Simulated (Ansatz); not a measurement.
# Hf (Im-3m, 1 atom in the cell): a soft mode frozen in

Which phase does Hf (Im-3m, 1 atom in the cell) fall into along its unstable mode, and how much energy does it gain?

Calculated with Ansatz 0.2.0; DFT LDA, scalar-relativistic, plane waves, norm-conserving pseudopotentials.

This is not the structure that Hf takes at ambient pressure and room temperature (hexagonal, No. 194); it is a model or a phase of other conditions.

## Step 1: Starting point

Symmetry: Im-3m, No. 229, cubic system. The conventional cell has a = 3.429 Å, b = 3.429 Å, c = 3.429 Å, α = 90.00°, β = 90.00°, γ = 90.00°. Nearest to Hf lie 8 Hf at 2.97 Å.

## Step 2: The dispersion

The cell comes from relaxations at this level that are not shown. Stability and thermal properties need the whole zone. Linear response on a 4×4×4 q mesh gives force constants as far as a supercell of that size would.

input.yaml

```yaml
crystal:
  lattice:
    - [-1.7144954714, 1.7144954714, 1.7144954714]
    - [1.7144954714, -1.7144954714, 1.7144954714]
    - [1.7144954714, 1.7144954714, -1.7144954714]
  atoms:
    - { symbol: Hf, position: [0.0, 0.0, 0.0] }
kpoints:
  mp_grid: { grid: [16, 16, 16] }
hamiltonian:
  xc: lda
  pseudopotentials: { kind: nc }
scf:
  occupations: { method: methfessel_paxton, width: 0.15 }
output:
  eigenvalues: true
phonons:
  method: dfpt
  qmesh: [4, 4, 4]
  temperatures: { t_max: 1000, t_step: 50 }
  qpath:
    path:
      - [[0.0, 0.0, 0.0], [0.5, -0.5, 0.5], [0.0, 0.0, 0.5], [0.0, 0.0, 0.0], [0.25, 0.25, 0.25], [0.5, -0.5, 0.5]]
      - [[0.25, 0.25, 0.25], [0.0, 0.0, 0.5]]
    npoints: 10
```

Command:

```
> ansatz run input.yaml --threads 4 --pin off --max-ram 7168MiB --backend cpu --events-out ev --progress --plain --runs-dir out
```

The log of the run:

```text
Engine: ansatz 0.2.0, aarch64-unknown-linux-gnu
Pseudopotentials: kind: nc
Pseudopotential: Hf, nc, valence charge 12, recommended cutoff 789.130201 eV (normal), Hf.nc.azcp (PseudoDojo's, or run here from an input of PseudoDojo's: the run reads no file of this project's for it)
Functional definition: SPW92
  exchange = slater_x
  correlation = pw_c
Crystal: 1 atoms, lattice volume = 20.159 Å³
Basis set: ecut = 789.130201 eV, 959 PW (Γ), exchange–correlation on 60×60×60 points (8 copies of the dense FFT grid, shifted against one another)
Bands: 10, of which v1, the nominal top of the filled ones, is band 6 counted from 1 (5 counted from 0)
Symmetry: 48 space group operations
k-points: 145 of 4096
Non-local potential: Hf, projectors of the file, l = 0: 2, l = 1: 2, l = 2: 2, l = 3: 2
Initial density: superposition of atomic densities (chi_scale 0.1, normalization cell)
Initial wavefunctions: pseudopotential atomic-orbital guess
Functional: x = slater, c = lda
SCF iter   1: F=—  HF=-1535.920763 eV  |F-HF|=—  |Δ(HF+E_count)|=         —  Δρ=2.39e-2  dr2=1.48e-1  ethr=3.10e-3  ⟨swp⟩=6.2  Hψ=10587  notcnv=0
preconditioner: auto → none  [metal: Δε(μ)=0.017 eV  Ē_g=6.447 eV  σ=0.150 eV  W_gap=0.10  n_scr=0 (ndim 8)  ℏωp=16.5 eV  f_vac=0.000  D(μ)=1.41/eV (n_scr^D=12)]
SCF iter   2: F=—  HF=-1535.861843 eV  |F-HF|=—  |Δ(HF+E_count)|=   5.89e-2  S|Δr|=    0.00e0  Δρ=7.98e-3  dr2=1.08e-2  ethr=1.23e-3  ⟨swp⟩=2.9  Hψ=3577  notcnv=0  defer=13
SCF iter   3: F=—  HF=-1535.859014 eV  |F-HF|=—  |Δ(HF+E_count)|=   2.83e-3  S|Δr|=    0.00e0  Δρ=2.07e-3  dr2=3.38e-4  ethr=9.04e-5  ⟨swp⟩=2.8  Hψ=2196  notcnv=0  defer=13
SCF iter   4: F=—  HF=-1535.859018 eV  |F-HF|=—  |Δ(HF+E_count)|=   3.97e-6  S|Δr|=    0.00e0  Δρ=1.32e-4  dr2=1.20e-6  ethr=2.82e-6  ⟨swp⟩=2.2  Hψ=1940  notcnv=0  defer=13
SCF iter   5: F=—  HF=-1535.859019 eV  |F-HF|=—  |Δ(HF+E_count)|=   1.32e-6  S|Δr|=    0.00e0  Δρ=1.36e-5  dr2=1.97e-8  ethr=1.00e-8  ⟨swp⟩=3.0  Hψ=2880  notcnv=0  defer=13
SCF iter   6: F=—  HF=-1535.859019 eV  |F-HF|=—  |Δ(HF+E_count)|=   1.54e-9  S|Δr|=    0.00e0  Δρ=2.01e-6  dr2=1.01e-9  ethr=1.64e-10  ⟨swp⟩=2.9  Hψ=2686  notcnv=0  defer=13
SCF iter   7: F=—  HF=-1535.859019 eV  |F-HF|=—  |Δ(HF+E_count)|=  4.57e-10  S|Δr|=    0.00e0  Δρ=2.39e-7  dr2=1.34e-11  ethr=8.41e-12  ⟨swp⟩=2.6  Hψ=2447  notcnv=0  defer=13
SCF iter   8: F=-1535.859019 eV  HF=-1535.859019 eV  |F-HF|=0.00e0  |Δ(HF+E_count)|=  5.91e-12  S|Δr|=    0.00e0  Δρ=2.76e-8  dr2=1.91e-13  ethr=1.00e-12  ⟨swp⟩=9.8  Hψ=9362  notcnv=0
SCF 1 converged in 8 iterations: F = -1535.859019 eV  dr2 = 1.91e-13
NSCF: frozen V_eff on 145 k-points
WARN: eigensolver did not converge in 6 slots of this pass, the one above among them; of largest residual over every band (k=70): 1 band(s) unlocked (lowest unlocked band 9, counted from 0; max residual 4.41e-4 eV among the unlocked bands, 4.41e-4 eV over every band); of lowest unlocked band (k=25): band 9
NSCF: frozen V_eff on 349 k-points
DFPT response loops at q = (0, 0, 0) (fractional): preconditioner auto → Kerker (q_TF=auto, 2.502 Å⁻¹) (partly filled bands, converged f_vac=0.000); β = 1.00, the filter's whole step (`scf.mixing.beta` (0.50) is not read by the response loops under this deck's `scf.mixing.preconditioner`; to damp them name `kerker` or `kerker_dos`, under which they read `scf.mixing.beta`, and type it under 1.00, their step now; both keys bind the ground state too); Broyden in place of MSR1
NSCF: frozen V_eff on 4352 k-points
DFPT response loops at q = (0, 0, 0.25) (fractional): mixed as the last ones told, above
NSCF: frozen V_eff on 2196 k-points
DFPT response loops at q = (0, 0, -0.5) (fractional): mixed as the last ones told, above
NSCF: frozen V_eff on 8192 k-points
DFPT response loops at q = (0, 0.25, 0.25) (fractional): mixed as the last ones told, above
NSCF: frozen V_eff on 1178 k-points
DFPT response loops at q = (0.25, 0.25, 0.25) (fractional): mixed as the last ones told, above
NSCF: frozen V_eff on 2320 k-points
DFPT response loops at q = (0.25, 0.25, -0.25) (fractional): mixed as the last ones told, above
NSCF: frozen V_eff on 4352 k-points
DFPT response loops at q = (0.25, -0.5, -0.5) (fractional): mixed as the last ones told, above
NSCF: frozen V_eff on 698 k-points
DFPT response loops at q = (-0.5, -0.5, -0.5) (fractional): mixed as the last ones told, above
SCF converged after 8 iterations
Stability not checked: this state was not tested for a lower state beside it, because cold or Methfessel-Paxton smearing, or corrected tetrahedra, fill the levels in a way that the test cannot read (fill_not_monotonic; see scf.lower_state_search)
Free energy (F): -1535.859019 eV
Harris-Foulkes:  -1535.859019 eV  (|F-HF|=0.00e0)
Internal energy: -1535.858587 eV  (E = F + TS)
E sigma→0 (E₀):  -1535.858911 eV
Entropy (-TS):   -0.000432 eV (-0.432 meV/atom)
Fermi energy:    15.697506 eV
--- Per-component energies (eV) ---
  E_band       = -120.974578
  E_kinetic    = 398.097578
  E_local      = -695.885478  (includes V_loc(G=0)·N_el)
  E_nonlocal   = 69.038916
  E_hartree    = 179.028376
  E_xc         = -385.795514
  E_vxc        = -250.282356  (∫ρ·V_xc dr)
  E_ewald      = -1100.342465
  E_smearing   = -0.000432  (= −TS)
  E_closure    = 0.000000  (closes the sum)
  Σ components = -1535.859019   (vs F -1535.859019, Δ=0.00e0)
--- Band table (eV; the first three rows and the last of 145) ---
  k-point 0: bands = ["-45.5453", "-13.6800", "-13.6800", "-13.6800", "8.3594", "17.2207", "17.2207", "17.2207", "20.3323", "20.3323"]
  k-point 1: bands = ["-45.5412", "-13.7285", "-13.6946", "-13.6803", "8.5243", "17.1044", "17.1799", "17.3847", "20.1360", "20.3297"]
  k-point 2: bands = ["-45.5294", "-13.8644", "-13.7362", "-13.6812", "8.9981", "16.7932", "17.0030", "17.8708", "19.7830", "20.3362"]
  k-point 144: bands = ["-45.3556", "-14.4832", "-14.4832", "-14.4832", "12.6512", "12.6512", "23.2352", "23.2352", "23.2352", "23.8393"]
--- Phonons (Γ-DFPT): 1 representative perturbation + reference (Σ response iterations 2) ---
  ASR residual: 7.403e-5 → 0.000e0 eV/Å²; symmetrization residual: 4.066e-20 eV/Å²
  ASR residual per site (eV/Å²): 7.40e-5
  Γ frequencies (cm⁻¹): 0.00 0.00 0.00
--- Phonons (arbitrary-q DFPT): 8 irreducible q on the 4×4×4 mesh ---
  q = [0.0000, 0.0000, 0.0000] (star 1, of the zone-centre solve; hermiticity 2.39e-24, symmetrization 9.15e-16): -0.00 -0.00 -0.00
  q = [0.0000, 0.0000, 0.2500] (star 12, 2 solved perturbations in 3336 linear systems a pass and spin channel, the states on 2176 of 4096 k-point pairs; hermiticity 8.06e-14, symmetrization 4.93e-14, the responses' own estimated error 3.4e-4 eV/Å²): -41.74 54.21 94.25
  q = [0.0000, 0.0000, -0.5000] (star 6, 2 solved perturbations in 1719 linear systems a pass and spin channel, the states on 1098 of 4096 k-point pairs; hermiticity 3.11e-14, symmetrization 1.31e-13, the responses' own estimated error 3.8e-4 eV/Å²): -85.24 82.00 85.52
  q = [0.0000, 0.2500, 0.2500] (star 24, 2 solved perturbations in 6272 linear systems a pass and spin channel, the states on 4096 of 4096 k-point pairs; hermiticity 1.28e-5, symmetrization 6.79e-14, the responses' own estimated error 3.2e-4 eV/Å²): -53.64 58.06 110.36
  q = [0.2500, 0.2500, 0.2500] (star 2, 1 solved perturbation on 589 of 4096 k-point pairs; hermiticity 3.56e-13, symmetrization 3.56e-12, the responses' own estimated error 3.5e-4 eV/Å²): -27.98 -27.98 -27.98
  q = [0.2500, 0.2500, -0.2500] (star 6, 2 solved perturbations in 1808 linear systems a pass and spin channel, the states on 1160 of 4096 k-point pairs; hermiticity 3.22e-13, symmetrization 1.07e-13, the responses' own estimated error 4.0e-4 eV/Å²): 71.47 87.26 87.26
  q = [0.2500, -0.5000, -0.5000] (star 12, 2 solved perturbations in 3336 linear systems a pass and spin channel, the states on 2176 of 4096 k-point pairs; hermiticity 8.08e-14, symmetrization 1.96e-14, the responses' own estimated error 4.2e-4 eV/Å²): 97.35 116.27 118.15
  q = [-0.5000, -0.5000, -0.5000] (star 1, 1 solved perturbation on 349 of 4096 k-point pairs; hermiticity 1.32e-14, symmetrization 3.58e-14, the responses' own estimated error 3.2e-4 eV/Å²): 140.83 140.83 140.83
  sum rule: each row above includes the acoustic sum rule's correction from the zone centre's row sums; it moved no ω² by more than (0.34 cm⁻¹)²
  mesh force constants: q→R imaginary residual 0.00e0; ASR residual 7.403e-5 → 0.000e0 eV/Å²; symmetrization residual 3.109e-15 eV/Å²
  interpolated dispersion: 62 rows × 3 modes
  density of states and harmonic sums: on the 28×28×28 q-mesh, interpolated from the force constants of a 4×4×4 supercell (no non-analytic term)
  largest difference from the sums on the solved wave vectors: F 4.73e-2 eV, S 5.89e-5 and C_V 1.20e-5 eV/K
  zero-point energy: 0.012358 eV/cell   skipped modes (ω ≤ 0): 408, of them read as no rigid motion or as one in doubt: 405 (6.620e-1 modes/cell left out, lowest -85.27 cm⁻¹)   left out of the sums: 2.21e-1 of the cell's modes: C_V's classical limit lies that fraction below 3 k_B per atom; for a crystal, a wire or a layer, F and S can be off by more, and a phonons.interpolated_qmesh denser along its periods is the remedy for the sampling
```

Wall time 4.6 min (4 threads of Arm Neoverse N1, shared host); peak memory 4 GiB; 12 min of CPU time.

Reading the cycles: dr2 is the Hartree energy of the density residual (eV), the measure of convergence; HF is the Harris–Foulkes estimate of the energy, which meets the free energy F at convergence.

This step gave:

| Item | Value |
| --- | --- |
| volume per atom | 20.16 Å³ |
| gap on the k-mesh | 0 eV |
| sum-rule residual before enforcement | 7.40e-5 eV/Å² |
| lowest frequency on the path | -85.27 cm⁻¹ |
| highest frequency on the path or at a solved wavevector | 140.8 cm⁻¹ |
| lowest mode on the q mesh (acoustic modes at Γ apart) | -85.24 cm⁻¹ |

Frequencies (cm⁻¹) solved at each irreducible wavevector; negative means imaginary. Frequencies by wavevector, by row:

```tsv
q in reciprocal lattice units	star	mode 1	mode 2	mode 3
0 0 0	1	0	0	0
0 0 0.25	12	-41.7	54.2	94.2
0 0 -0.5	6	-85.2	82	85.5
0 0.25 0.25	24	-53.6	58.1	110.4
0.25 0.25 0.25	2	-28	-28	-28
0.25 0.25 -0.25	6	71.5	87.3	87.3
0.25 -0.5 -0.5	12	97.3	116.3	118.2
-0.5 -0.5 -0.5	1	140.8	140.8	140.8
```

Interpolated from a 4×4×4 q mesh. Phonon branches along the path, in cm⁻¹:

```tsv
point	branch 1	branch 2	branch 3
Γ	0	0	0
halfway	72	87	87
H	141	141	141
halfway	97	116	118
N	-85	82	86
halfway	-42	54	94
Γ	0	0	0
halfway	-39	-39	120
P	-28	-28	-28
halfway	75	109	109
H	141	141	141
jump to P	-28	-28	-28
halfway	-83	65	86
N	-85	82	86
```

The phonon branches as a text plot (rows in cm⁻¹):

```
    136 |         ******                                ***
    127 |         *    **                              *
    117 |        *      **                 ***        **
    108 |       **        *               *          *
     98 |                *      **            *     * *
     89 |     ***          *****  *      *                    ***
     80 |                   ****                   * *       * **
     70 |    ***          *     *  *                        * *
     61 |   **                          *      *  *
     51 |  **                    *  *                        *
     42 |                         *              *          *
     32 | **                       *   *            *      *
     23 |                           **
     14 | *                          *  *
      4 |*                            **
     -5 |                            *   *
    -15 |                          **
    -24 |                                 *     *          *
    -33 |                         *
    -43 |                        *         *
    -52 |                                   ** *   *       *
    -62 |                  *                  *  *
    -71 |                       *                 *         *
    -81 |                   ****                             ****
         Γ           H       N        Γ         P        H|P    N
```

Symmetry leaves 8 wavevectors to solve. The lowest mode among them, the acoustic zeros apart, lies at q = (0, 0, -0.5) and is imaginary, 85.2i cm⁻¹, so the energy falls along it.

## Step 3: The mode frozen in, largest atomic shift 0 Å

The mode followed lies at q = (0, 0, -0.5) with frequency 85.2i cm⁻¹, the softest among the wavevectors solved. At small amplitude the distorted cell has space group no. 63 by a symmetry search on the positions. The undistorted cell that holds it gives the zero of energy on the same k mesh.

System of this step: Hf. The structure is cubic, space group Im-3m (No. 229). Conventional cell: a = 3.429 Å, b = 3.429 Å, c = 3.429 Å, α = 90.00°, β = 90.00°, γ = 90.00°. Nearest to Hf lie 8 Hf at 2.97 Å.

input.yaml, the sections that differ from step 2:

```yaml
crystal:
  lattice:
    - [-1.7144954714, 1.7144954714, 1.7144954714]
    - [1.7144954714, -1.7144954714, 1.7144954714]
    - [3.4289909427, 3.4289909427, 0.0]
  atoms:
    - { symbol: Hf, position: [0.0, 0.0, 0.0] }
    - { symbol: Hf, position: [0.5, 0.5, 0.5] }
kpoints:
  mp_grid: { grid: [14, 14, 8] }
output:
  forces: true
  stress: true
  eigenvalues: true
# hamiltonian, scf: as in step 2
# phonons: removed
```

The log of the run:

```text
[...]
Crystal: 2 atoms, lattice volume = 40.318 Å³
Basis set: ecut = 789.130201 eV, 1983 PW (Γ)
Bands: 16, of which v1, the nominal top of the filled ones, is band 12 counted from 1 (11 counted from 0)
Symmetry: 16 space group operations
[...]
k-points: 285 of 1568
[...]
--- Band table (eV; the first three rows and the last of 285) ---
  k-point 0: bands = [... 8 lower, 8.3594, 11.9787, 14.9567, 17.2216, 17.2218, 17.2221, 17.3167, 20.2071]
  k-point 1: bands = [... 8 lower, 8.5243, 11.9479, 15.0235, 16.9827, 17.1058, 17.1808, 17.3859, 20.1371]
  k-point 2: bands = [... 8 lower, 8.9981, 11.7778, 15.2196, 16.3820, 16.7945, 17.0037, 17.8719, 19.7841]
  k-point 284: bands = [... 8 lower, 13.4176, 13.4176, 14.3958, 14.3958, 17.4682, 17.4682, 17.8717, 17.8717]
[key lines of the parts left out:]
SCF converged after 5 iterations
Free energy (F): -3071.719541 eV
Fermi energy:    15.681046 eV
P = ⅓ Tr σ = -0.1273 GPa (-1.273 kbar)
```

Elapsed: 16 s, on 4 threads; peak memory 0.53 GiB.

This step gave:

* pressure: -0.1273 GPa
* energy from the undistorted cell: 0 meV/atom

The run ends at a pressure of -0.13 GPa.

## Step 4: The mode frozen in, largest atomic shift 0.32 Å

The atoms are moved along the unstable eigenvector, the largest shift by 0.32 Å, with the cell fixed.

input.yaml, the sections that differ from step 3:

```yaml
crystal:
  lattice:
    - [-1.7144954714, 1.7144954714, 1.7144954714]
    - [1.7144954714, -1.7144954714, 1.7144954714]
    - [3.4289909427, 3.4289909427, 0.0]
  atoms:
    - { symbol: Hf, position: [-0.0659885587, 0.0659885587, 0.0] }
    - { symbol: Hf, position: [0.5659885587, 0.4340114413, 0.5] }
# kpoints, hamiltonian, scf, output: as in step 3
```

The log of the run:

```text
[...]
Crystal: 2 atoms, lattice volume = 40.318 Å³
Basis set: ecut = 789.130201 eV, 1983 PW (Γ)
Bands: 16, of which v1, the nominal top of the filled ones, is band 12 counted from 1 (11 counted from 0)
Symmetry: 8 space group operations
[...]
k-points: 285 of 1568
[...]
--- Band table (eV; the first three rows and the last of 285) ---
  k-point 0: bands = [... 8 lower, 8.3692, 12.0100, 15.2216, 16.7098, 17.3328, 17.6571, 18.0016, 19.3443]
  k-point 1: bands = [... 8 lower, 8.5354, 11.9748, 15.2147, 16.5830, 17.0293, 17.5102, 18.2113, 19.0482]
  k-point 2: bands = [... 8 lower, 9.0128, 11.7981, 15.2338, 16.2686, 16.4342, 17.1099, 18.7846, 18.8202]
  k-point 284: bands = [... 8 lower, 12.7085, 12.7085, 14.8671, 14.8671, 17.4692, 17.4692, 18.4017, 18.4017]
[key lines of the parts left out:]
SCF converged after 6 iterations
Free energy (F): -3071.855392 eV
Fermi energy:    15.764396 eV
P = ⅓ Tr σ = 1.8144 GPa (18.144 kbar)
```

The job ended after 17 s (4 threads; peak memory 0.53 GiB).

This step gave:

* pressure: 1.814 GPa
* energy from the undistorted cell: -67.73 meV/atom

The energy, extrapolated to zero smearing, is -67.73 meV/atom against the undistorted cell.

The run ends at a pressure of 1.81 GPa, with forces up to 0.18 eV/Å.

## Step 5: Energy along the mode, all amplitudes (two of the runs are shown above)

An imaginary frequency means negative curvature, so the energy should fall and then rise again as anharmonic terms take over.

Numbers from this step:

* depth at the lowest point sampled: 67.73 meV/atom
* largest atomic shift at that point: 0.32 Å

Table of energy from the parent by largest atomic shift:

```tsv
largest atomic shift (Å)	energy from the parent (meV/atom)
0.000	0
0.040	-3.22
0.080	-12.6
0.140	-34.0
0.220	-60.7
0.320	-67.7
0.450	-2.92
0.600	164
```

Displacement at unit largest shift by atom:

```tsv
atom	x (Å)	y (Å)	z (Å)	size
Hf1	0.707	-0.707	0.000	1.000
Hf2	-0.707	0.707	0.000	1.000
```

The lowest of the steps tried is at 0.32 Å, 67.7 meV/atom below the parent; the bottom of the well need not coincide with a step.

[end of part 1 of 2]

[Logs are printed without paths, hosts, clocks, repeated set-up lines and the standing remarks that a program may print on its own settings, such as how far it seeks lower states.]

[Hosts, paths, dates, database ids (printed as entryN), source tags and the programs' standing remarks are cut or masked in the printed files.]
